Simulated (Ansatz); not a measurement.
# Sc3BC (built on the sites of a database entry of Sc3InC): phonons and vibrational spectra

Aim: the vibrations of Sc3BC (built on the sites of a database entry of Sc3InC), their spectra, and whether the structure is stable.

Calculated with Ansatz 0.2.0; DFT LDA, scalar-relativistic, plane waves, PAW.

The structure was built from a prototype and need not be the compound's stable phase.

### 1. Starting point

Symmetry: Pm-3m, No. 221, cubic system. Conventional cell: a = 4.390 Å, b = 4.390 Å, c = 4.390 Å, α = 90.00°, β = 90.00°, γ = 90.00°. Nearest to Sc lie 2 C at 2.20 Å and 4 B at 3.10 Å and 8 Sc at 3.10 Å. Nearest to B lie 12 Sc at 3.10 Å. Nearest to C lie 6 Sc at 2.20 Å. Farther neighbours are not listed.

### 2. Rough relaxation

A rough relaxation comes first, because large forces or stress need no tight tolerances yet.

input.yaml

```yaml
crystal:
  lattice:
    - [4.39029, 0.0, 0.0]
    - [0.0, 4.39029, 0.0]
    - [0.0, 0.0, 4.39029]
  atoms:
    - { symbol: Sc, position: [0.5, 0.0, 0.5] }
    - { symbol: Sc, position: [0.0, 0.5, 0.5] }
    - { symbol: Sc, position: [0.5, 0.5, 0.0] }
    - { symbol: B, position: [0.0, 0.0, 0.0] }
    - { symbol: C, position: [0.5, 0.5, 0.5] }
kpoints:
  mp_grid: { grid: [4, 4, 4] }
hamiltonian:
  xc: lda
scf:
  occupations: { method: gaussian, width: 0.1 }
output:
  forces: true
  stress: true
  eigenvalues: true
relax:
  adjacent_minimum: "off"
  f_tol: 0.05
  max_steps: 80
  cell: { stress_tol: 0.5 }
```

Command:

```bash
$ ansatz run input.yaml --threads 8 --pin off --max-ram 14336MiB --backend cpu --events-out ev --progress --plain --runs-dir out
```

Numbers of over 12 decimals in the logs are rounded to 6 here.

The program printed:

```text
The last accepted step is kept in <dir> (removed where the run ends without a failure and the disk answers)
Engine: ansatz 0.2.0, x86_64-unknown-linux-gnu
Pseudopotentials: kind: paw
Pseudopotential: Sc, paw, valence charge 11, recommended cutoff 420 eV (normal), Sc.paw.azcp
Pseudopotential: B, paw, valence charge 3, recommended cutoff 420 eV (normal), B.paw.azcp
[...]
cell:  # Å, volume = 77.7932 Å³
    - [4.268879, 0, 0]
    - [0, 4.268879, 0.0]
    - [0, 0.0, 4.268879]
  atoms:
    - { symbol: Sc, position: [0.500000, 0, 0.500000] }
    - { symbol: Sc, position: [0, 0.500000, 0.500000] }
    - { symbol: Sc, position: [0.500000, 0.500000, 0] }
    - { symbol: B, position: [0, 0, 0] }
    - { symbol: C, position: [0.500000, 0.500000, 0.500000] }
[key lines of the parts left out:]
SCF converged after 4 iterations
Free energy (F): -6660.611805 eV
Fermi energy:    9.751836 eV
P = ⅓ Tr σ = -0.0765 GPa (-0.765 kbar)
```

Wall time 1.3 s (8 threads of Intel Xeon Platinum 8488C (Sapphire Rapids), shared host); peak memory 0.46 GiB.

Step by step:

```tsv
step	energy less that of the first step (eV)	largest force component (eV/Å)	pressure (GPa)	volume (Å³)
1	0.0000	0.0000	-8.88	84.62
2	-0.1743	0.0000	4.44	75.21
3	-0.2066	0.0000	-0.51	78.10
4	-0.2073	0.0000	-0.02	77.79
5*	-0.2042	0.0000	-0.08	77.79
```

Relaxation steps marked * repeat the geometry before them on a plane-wave basis chosen anew for their cell, so energy and pressure can jump there.

The run keeps the 48 symmetry operations that it works with, so distortions that break them were not tested.

```tsv
conventional cell, symmetrised	before	after	change
a (Å)	4.390	4.269	-2.8 %
b (Å)	4.390	4.269	-2.8 %
c (Å)	4.390	4.269	-2.8 %
volume (Å³/atom)	16.92	15.56	-8.1 %
```

Numbers from this step:

* pressure: -0.07647 GPa
* volume per atom: 15.56 Å³
* gap on the k-mesh: 0 eV

In this step the volume went from 16.92 to 15.56 Å³/atom.

### 3. Bringing the structure to rest

The cell and atoms are relaxed, since residual forces and stress would shift the frequencies.

input.yaml

```yaml
crystal:
  lattice:
    - [4.2688792747, 0.0, 0.0]
    - [0.0, 4.2688792747, 0.0]
    - [0.0, 0.0, 4.2688792747]
  atoms:
    - { symbol: Sc, position: [0.5, 0.0, 0.5] }
    - { symbol: Sc, position: [0.0, 0.5, 0.5] }
    - { symbol: Sc, position: [0.5, 0.5, 0.0] }
    - { symbol: B, position: [0.0, 0.0, 0.0] }
    - { symbol: C, position: [0.5, 0.5, 0.5] }
kpoints:
  mp_grid: { grid: [8, 8, 8] }
hamiltonian:
  xc: lda
scf:
  occupations: { method: gaussian, width: 0.1 }
output:
  forces: true
  stress: true
  eigenvalues: true
  write_density: true
  write_potential: true
  elf: true
  volumetric_format: npy
relax:
  adjacent_minimum: "off"
  f_tol: 0.005
  max_steps: 80
  cell: { stress_tol: 0.05 }
```

The program printed:

```text
[...]
Crystal: 5 atoms, lattice volume = 77.793 Å³
Basis set: ecut = 420 eV, 1503 PW (Γ)
Bands: 25, of which v1, the nominal top of the filled ones, is band 20 counted from 1 (19 counted from 0)
Symmetry: 48 space group operations
[...]
k-points: 35 of 512
[...]
SCF iter   1: F=—  HF=-6660.666298 eV  |F-HF|=—  |Δ(HF+E_count)|=         —  Δρ=1.05e-2  dr2=1.75e-1  ethr=1.77e-3  ⟨swp⟩=4.3  Hψ=3512  notcnv=0
[...]
SCF iter   7: F=-6660.621591 eV  HF=-6660.621591 eV  |F-HF|=5.08e-9  |Δ(HF+E_count)|=   6.43e-8  Δρ=7.47e-6  dr2=3.76e-8  ethr=2.50e-10  ⟨swp⟩=8.9  Hψ=5255  notcnv=0
SCF 1 converged in 7 iterations: F = -6660.621591 eV  dr2 = 3.76e-8
[...]
relax step   1: F+E_penalty+E_count = -6660.62159057 eV  Δ(F+E_penalty+E_count) = +0.000e0 eV  max|allowed force component| = 3.387e-29 eV/Å  Δτ_max = 0.0000 Å  P = -0.185 GPa  Ω = 77.793 Å³  (7 SCF iters, dr2 threshold 1.00e-7 eV, accepted)
Crystal: 5 atoms, lattice volume = 77.649 Å³
[...]
SCF iter   5: F=-6660.621753 eV  HF=-6660.621753 eV  |F-HF|=2.88e-9  |Δ(HF+E_count)|=   4.80e-8  Δρ=2.89e-6  dr2=6.78e-9  ethr=2.14e-10  ⟨swp⟩=7.0  Hψ=4579  notcnv=0
SCF 2 converged in 5 iterations: F = -6660.621753 eV  dr2 = 6.78e-9
[...]
relax step   2: F+E_penalty+E_count = -6660.62175344 eV  Δ(F+E_penalty+E_count) = -1.629e-4 eV  max|allowed force component| = 9.926e-30 eV/Å  Δτ_max = 0.0000 Å  P = +0.045 GPa  Ω = 77.649 Å³  energy of the carried Pulay correction = +9.947e-5 eV  (5 SCF iters, dr2 threshold 8.57e-8 eV, accepted)
[...]
SCF iter   4: F=-6660.621654 eV  HF=-6660.621654 eV  |F-HF|=2.73e-11  |Δ(HF+E_count)|=  5.82e-11  Δρ=2.67e-7  dr2=4.96e-11  ethr=1.00e-12  ⟨swp⟩=4.2  Hψ=3784  notcnv=0
SCF 3 converged in 4 iterations: F = -6660.621654 eV  dr2 = 4.96e-11
relax step   3: F+E_penalty+E_count = -6660.62165354 eV  Δ(F+E_penalty+E_count) = +9.990e-5 eV  max|allowed force component| = 6.298e-30 eV/Å  Δτ_max = 0.0000 Å  P = +0.043 GPa  Ω = 77.649 Å³  stress off target by 4.34e-2 GPa  SCF on the basis re-selected at this cell (its energy is not comparable with the rows above)  (4 SCF iters)
[...]
SCF converged after 4 iterations
Free energy (F): -6660.621654 eV
[...]
Internal energy: -6660.617698 eV  (E = F + TS)
E sigma→0 (E₀):  -6660.619676 eV
Entropy (-TS):   -0.003956 eV (-0.791 meV/atom)
Fermi energy:    9.803252 eV
[...]
--- Stress (GPa, compression-positive) ---
        0.043354      -0.000000      -0.000000
        0.000000       0.043354      -0.000000
       -0.000000      -0.000000       0.043354
  P = ⅓ Tr σ = 0.0434 GPa (0.434 kbar)
--- Band table (eV; the first three rows and the last of 35) ---
  k-point 0: bands = [... 16 lower, 9.2228, 9.7047, 9.7047, 9.7766, 9.7766, 9.7766, 11.8604, 11.8604, ... 1 higher]
  k-point 1: bands = [... 16 lower, 9.0935, 9.7218, 9.7409, 9.7409, 9.8253, 9.8424, 11.4644, 11.9794, ... 1 higher]
  k-point 2: bands = [... 16 lower, 8.8556, 9.0068, 9.6144, 9.6144, 9.9538, 10.2247, 11.4477, 12.2964, ... 1 higher]
  k-point 34: bands = [... 16 lower, 5.8418, 9.3754, 9.3754, 9.3754, 11.6745, 11.6745, 11.6745, 11.8590, ... 1 higher]
--- Relaxed structure (2 steps of the walk, 2 accepted, 1 SCFs on fresh bases) ---
[...]
cell:  # Å, volume = 77.6486 Å³
    - [4.266233, 0, 0]
    - [0, 4.266233, 0.0]
    - [0.0, 0, 4.266233]
  atoms:
    - { symbol: Sc, position: [0.5, 0, 0.5] }
    - { symbol: Sc, position: [0, 0.5, 0.5] }
    - { symbol: Sc, position: [0.5, 0.5, 0] }
    - { symbol: B, position: [0, 0, 0] }
    - { symbol: C, position: [0.5, 0.5, 0.5] }
```

The job ended after 1.5 s (8 threads; peak memory 0.54 GiB; 9.4 s of CPU time).

Little changed from the start: no atom moved by 0.005 Å and no cell edge by 0.1 %.

Numbers from this step:

- pressure: 0.04335 GPa
- volume per atom: 15.53 Å³

Electrostatic potential energy in the ac plane at fractional y = 0.500, with atoms of Sc and C within 0.2 Å of it. With pseudopotentials it is smooth inside the atoms' cores, unlike the true potential.

Ten even steps from '_' (-68 eV) to '@' (13 eV), each cell a mean:
```
@@@@@@@@##==..__::**%%@@@@@@
@@@@@@@@%%**++==++##%%@@@@@@
@@@@@@@@@@%%####%%%%@@@@@@@@
%%%%@@@@@@@@@@%%@@@@@@@@%%%%
++**%%@@@@@@%%##%%@@@@%%##**
..--**%%@@##==::++%%@@%%++::
__..++%%%%**..__::##%%##==__
__::**%%@@**::..==%%@@##++..
==++##%%@@%%****##@@@@%%**==
####%%@@@@@@@@%%@@@@@@@@%%##
@@@@@@@@@@%%%%%%%%@@@@@@@@@@
@@@@@@@@%%##**++**%%@@@@@@@@
@@@@@@@@##++::..--**%%@@@@@@
@@@@@@@@##==____..++%%@@@@@@
```
Columns run along a (4.3 Å; values clipped at the 3rd and 97th percentile), rows up along c (4.3 Å). Atoms in or near the plane, at fractional coordinates: Sc at (0.00, 0.50), Sc at (0.50, 0.00), C at (0.50, 0.50).

ELF in the ac plane at fractional y = 0.500, with atoms of Sc and C within 0.2 Å of it. It is the smooth field of the valence electrons, not physical close to the nuclei.

Ten even steps from '_' (0.06) to '@' (0.79), each cell a mean:
```
==--..__==%%**==####::__..--
::..____..**%%%%%%==____....
__________..----::..________
::..__..============--____::
%%##::..**@@@@@@@@@@==..==##
**%%**::##@@##++%%@@==::%%##
__**##::##%%--__++@@==--%%==
--####::##@@++--##@@==--%%**
%%%%==..##@@@@%%@@@@==..**%%
++--__..++########**==__..==
________....::::::....______
..________==####**::______..
----____--%%##**%%##..__..--
==--..__++%%--__**%%::__::==
```
Columns run along a (4.3 Å), rows up along c (4.3 Å). Atoms in or near the plane, at fractional coordinates: Sc at (0.00, 0.50), Sc at (0.50, 0.00), C at (0.50, 0.50).

Valence density in the ac plane at fractional y = 0.500, with atoms of Sc and C within 0.2 Å of it. It is the smooth field of the valence electrons, not physical close to the nuclei.

Values in e/Å³, 14 rows by 14 columns, each cell a mean:
```
0.1 0.1 0.1 0.2 0.7 3.1 5.9 6.7 5.1 1.8 0.4 0.1 0.1 0.1
0.1 0.1 0.1 0.1 0.3 1.4 3.1 3.9 2.6 0.9 0.2 0.1 0.1 0.1
0.1 0.1 0.1 0.1 0.2 0.4 0.8 1.0 0.7 0.3 0.2 0.1 0.1 0.1
0.5 0.3 0.2 0.2 0.2 0.4 0.5 0.6 0.5 0.3 0.2 0.2 0.2 0.4
2.3 1.5 0.5 0.3 0.4 0.6 0.9 1.0 0.8 0.5 0.3 0.3 0.9 1.8
5.9 4.4 1.6 0.5 0.6 1.1 1.5 1.7 1.4 0.8 0.5 0.7 2.6 5.1
7.3 6.0 2.4 0.7 0.7 1.3 1.8 1.8 1.7 1.0 0.6 1.0 3.9 6.7
6.7 5.1 1.9 0.6 0.6 1.2 1.7 1.8 1.5 0.9 0.5 0.8 3.1 5.9
3.7 2.6 0.9 0.4 0.5 0.8 1.2 1.3 1.1 0.6 0.4 0.4 1.4 3.1
0.8 0.5 0.3 0.2 0.3 0.5 0.6 0.7 0.6 0.4 0.2 0.2 0.3 0.7
0.2 0.2 0.1 0.1 0.2 0.4 0.6 0.7 0.5 0.3 0.2 0.1 0.1 0.2
0.1 0.1 0.1 0.1 0.3 0.9 1.9 2.4 1.6 0.5 0.2 0.1 0.1 0.1
0.1 0.1 0.1 0.2 0.5 2.6 5.1 6.0 4.4 1.5 0.3 0.1 0.1 0.1
0.1 0.1 0.1 0.2 0.8 3.7 6.7 7.3 5.9 2.3 0.5 0.1 0.1 0.1
```
Columns run along a (4.3 Å), rows up along c (4.3 Å). Atoms in or near the plane, at fractional coordinates: Sc at (0.00, 0.50), Sc at (0.50, 0.00), C at (0.50, 0.50).

In this step the volume went from 15.56 to 15.53 Å³/atom.

### 4. Relaxing to small forces for the phonons

Phonons need a cell at rest on their own settings, so the relaxation is repeated with tight tolerances on forces and stress, using the mesh and the filling of the phonon run that follows.

input.yaml

```yaml
crystal:
  lattice:
    - [4.2662331883, 0.0, 0.0]
    - [0.0, 4.2662331883, 0.0]
    - [0.0, 0.0, 4.2662331883]
  atoms:
    - { symbol: Sc, position: [0.5, 0.0, 0.5] }
    - { symbol: Sc, position: [0.0, 0.5, 0.5] }
    - { symbol: Sc, position: [0.5, 0.5, 0.0] }
    - { symbol: B, position: [0.0, 0.0, 0.0] }
    - { symbol: C, position: [0.5, 0.5, 0.5] }
kpoints:
  mp_grid: { grid: [8, 8, 8] }
hamiltonian:
  xc: lda
scf:
  occupations: { method: methfessel_paxton, width: 0.2 }
output:
  forces: true
  stress: true
  eigenvalues: true
relax:
  adjacent_minimum: "off"
  f_tol: 0.001
  max_steps: 60
  cell: { stress_tol: 0.01 }
```

The program printed:

```text
[...]
Crystal: 5 atoms, lattice volume = 77.649 Å³
Basis set: ecut = 420 eV, 1503 PW (Γ)
Bands: 25, of which v1, the nominal top of the filled ones, is band 20 counted from 1 (19 counted from 0)
Symmetry: 48 space group operations
[...]
k-points: 35 of 512
[...]
--- Relaxed structure (2 steps of the walk, 2 accepted, 1 SCFs on fresh bases) ---
[...]
cell:  # Å, volume = 77.6739 Å³
    - [4.266696, 0, 0]
    - [0, 4.266696, 0.0]
    - [0, 0.0, 4.266696]
  atoms:
    - { symbol: Sc, position: [0.5, 0, 0.5] }
    - { symbol: Sc, position: [0, 0.5, 0.5] }
    - { symbol: Sc, position: [0.5, 0.5, 0] }
    - { symbol: B, position: [0, 0, 0] }
    - { symbol: C, position: [0.5, 0.5, 0.5] }
[key lines of the parts left out:]
SCF converged after 5 iterations
Free energy (F): -6660.618242 eV
Fermi energy:    9.779265 eV
P = ⅓ Tr σ = -0.0076 GPa (-0.076 kbar)
```

The job ended after 1.5 s (8 threads; peak memory 0.53 GiB; 9.3 s of CPU time).

Little changed from the start: no atom moved by 0.005 Å and no cell edge by 0.1 %.

This step gave:

```
pressure : -0.007578 GPa
```

The forces vanish by symmetry and the pressure is -0.008 GPa, within the tolerances set. The cell now holds 15.53 Å³/atom.

### 5. Zone-centre response

The zone centre comes first: it holds the modes that light can see, as far as symmetry allows. No field response is asked, since the mesh shows no gap.

input.yaml, the sections that differ from step 4:

```yaml
crystal:
  lattice:
    - [4.2666960729, 0.0, 0.0]
    - [0.0, 4.2666960729, 0.0]
    - [0.0, 0.0, 4.2666960729]
  atoms:
    - { symbol: Sc, position: [0.5, 0.0, 0.5] }
    - { symbol: Sc, position: [0.0, 0.5, 0.5] }
    - { symbol: Sc, position: [0.5, 0.5, 0.0] }
    - { symbol: B, position: [0.0, 0.0, 0.0] }
    - { symbol: C, position: [0.5, 0.5, 0.5] }
output:
  eigenvalues: true
phonons:
  method: dfpt
# kpoints, hamiltonian, scf: as in step 4
# relax: removed
```

The program printed:

```text
zone centre: on kpoints.mp_grid the ground state, and the responses unless they are solved on pairs of k-points, stand on 125 of the mesh's 512 k-points, reduced under 8 symmetry operations, with k and −k counted as one. Each operation leaves every solved displacement unchanged or reverses it
[...]
Crystal: 5 atoms, lattice volume = 77.674 Å³
Basis set: ecut = 420 eV, 1503 PW (Γ), exchange–correlation on 60×60×60 points (8 copies of the dense FFT grid, shifted against one another)
Bands: 25, of which v1, the nominal top of the filled ones, is band 20 counted from 1 (19 counted from 0)
Symmetry: 48 space group operations
k-points: 125 of 512 (irreducible under 8 space group operations)
[...]
SCF iter   1: F=—  HF=-6660.663900 eV  |F-HF|=—  |Δ(HF+E_count)|=         —  Δρ=1.06e-2  dr2=1.77e-1  ethr=1.77e-3  ⟨swp⟩=4.2  Hψ=12618  notcnv=0
[...]
SCF iter  10: F=-6660.618243 eV  HF=-6660.618243 eV  |F-HF|=1.82e-12  |Δ(HF+E_count)|=  2.73e-12  S|Δr|=    0.00e0  Δρ=4.38e-8  dr2=1.34e-12  ethr=1.00e-12  ⟨swp⟩=7.3  Hψ=12086  notcnv=0
SCF 1 converged in 10 iterations: F = -6660.618243 eV  dr2 = 1.34e-12
[...]
DFPT response loops at Γ: preconditioner auto → Kerker (q_TF=auto, 2.443 Å⁻¹) (partly filled bands, converged f_vac=0.000); β = 1.00, the filter's whole step (`scf.mixing.beta` (0.50) is not read by the response loops under this deck's `scf.mixing.preconditioner`; to damp them name `kerker` or `kerker_dos`, under which they read `scf.mixing.beta`, and type it under 1.00, their step now; both keys bind the ground state too); Broyden in place of MSR1
SCF converged after 10 iterations
[...]
Free energy (F): -6660.618243 eV
[...]
Internal energy: -6660.627026 eV  (E = F + TS)
E sigma→0 (E₀):  -6660.620439 eV
Entropy (-TS):   0.008784 eV (1.757 meV/atom)
Fermi energy:    9.779265 eV
[...]
--- Band table (eV; the first three rows and the last of 125) ---
  k-point 0: bands = [... 16 lower, 9.2150, 9.7001, 9.7001, 9.7695, 9.7695, 9.7695, 11.8591, 11.8591, ... 1 higher]
  k-point 1: bands = [... 16 lower, 9.0851, 9.7157, 9.7355, 9.7355, 9.8182, 9.8377, 11.4624, 11.9762, ... 1 higher]
  k-point 2: bands = [... 16 lower, 8.8466, 9.0017, 9.6110, 9.6110, 9.9465, 10.2198, 11.4436, 12.2906, ... 1 higher]
  k-point 124: bands = [... 16 lower, 5.8338, 9.3752, 9.3752, 9.3752, 11.6671, 11.6671, 11.6671, 11.8513, ... 1 higher]
--- Phonons (Γ-DFPT): 4 representative perturbations + reference, on 125 of 512 k-points (Σ response iterations 12) ---
  k mesh reduced under 8 symmetry operations, with k and −k counted as one. Each operation leaves every solved displacement unchanged or reverses it
  ASR residual: 2.969e-5 → 0.000e0 eV/Å²; symmetrization residual: 1.253e-6 eV/Å²
  ASR residual per site (eV/Å²): 1.70e-5 1.70e-5 1.70e-5 1.98e-5 2.97e-5
  Γ frequencies (cm⁻¹): -126.69 -126.69 -126.69 0.00 0.00 0.00 114.26 114.26 114.26 329.53 329.53 329.53 547.39 547.39 547.39
  non-analytic LO–TO correction: not included (Born effective charges unavailable; polar crystals: no LO–TO splitting at Γ)
```

Wall time 11 s (8 threads); peak memory 1.3 GiB.

Numbers from this step:

```
sum-rule residual before enforcement                    : 2.97e-5 eV/Å²
point group                                             : m-3m
highest optical mode at the zone centre (no LO-TO term) : 547.4 cm⁻¹
lowest optical zone-centre mode                         : -126.7 cm⁻¹
```

Patterns of degenerate modes are one choice out of their space. The modes at Γ (shares of kinetic energy by element, %) (negative means imaginary):

```tsv
mode	frequency (cm⁻¹)	symmetry	Sc %	B %	C %
1	-126.7	T1u	19	78	3
2	-126.7	T1u	19	78	3
3	-126.7	T1u	19	78	3
4	0.0	acoustic	86	7	8
5	0.0	acoustic	86	7	8
6	0.0	acoustic	86	7	8
7	114.3	T2u	100	0	0
8	114.3	T2u	100	0	0
9	114.3	T2u	100	0	0
10	329.5	T1u	75	14	11
11	329.5	T1u	75	14	11
12	329.5	T1u	75	14	11
13	547.4	T1u	20	1	79
14	547.4	T1u	20	1	79
15	547.4	T1u	20	1	79
```

Displacements in mode 1 (-126.7 cm⁻¹), the largest set to 1:
```
Sc1  0.02  0.05  0.01
Sc2 -0.01 -0.17  0.01
Sc3  0.02 -0.17  0.00
B4  -0.14  1.00 -0.07
C5  -0.03  0.18 -0.01
```

Displacements in mode 15 (547.4 cm⁻¹), the largest set to 1:
```
Sc1  0.00  0.02  0.01
Sc2  0.00  0.00  0.01
Sc3  0.00  0.00 -0.26
B4   0.00  0.01 -0.13
C5   0.00 -0.06  1.00
```

Before it was imposed, the acoustic sum rule was missed by 3.0e-5 eV/Å². Small misses are needed for a sound result but don't prove that mesh and cutoff are converged. The lowest optical mode is imaginary, 126.7i cm⁻¹, so the energy falls along it.

(Part 1 of 2 ends here.)

[Logs are printed without paths, hosts, clocks, repeated set-up lines and the standing remarks that a program may print on its own settings, such as how far it seeks lower states.]

[Hosts, paths, dates, database ids (printed as entryN), source tags and the programs' standing remarks are cut or masked in the printed files.]
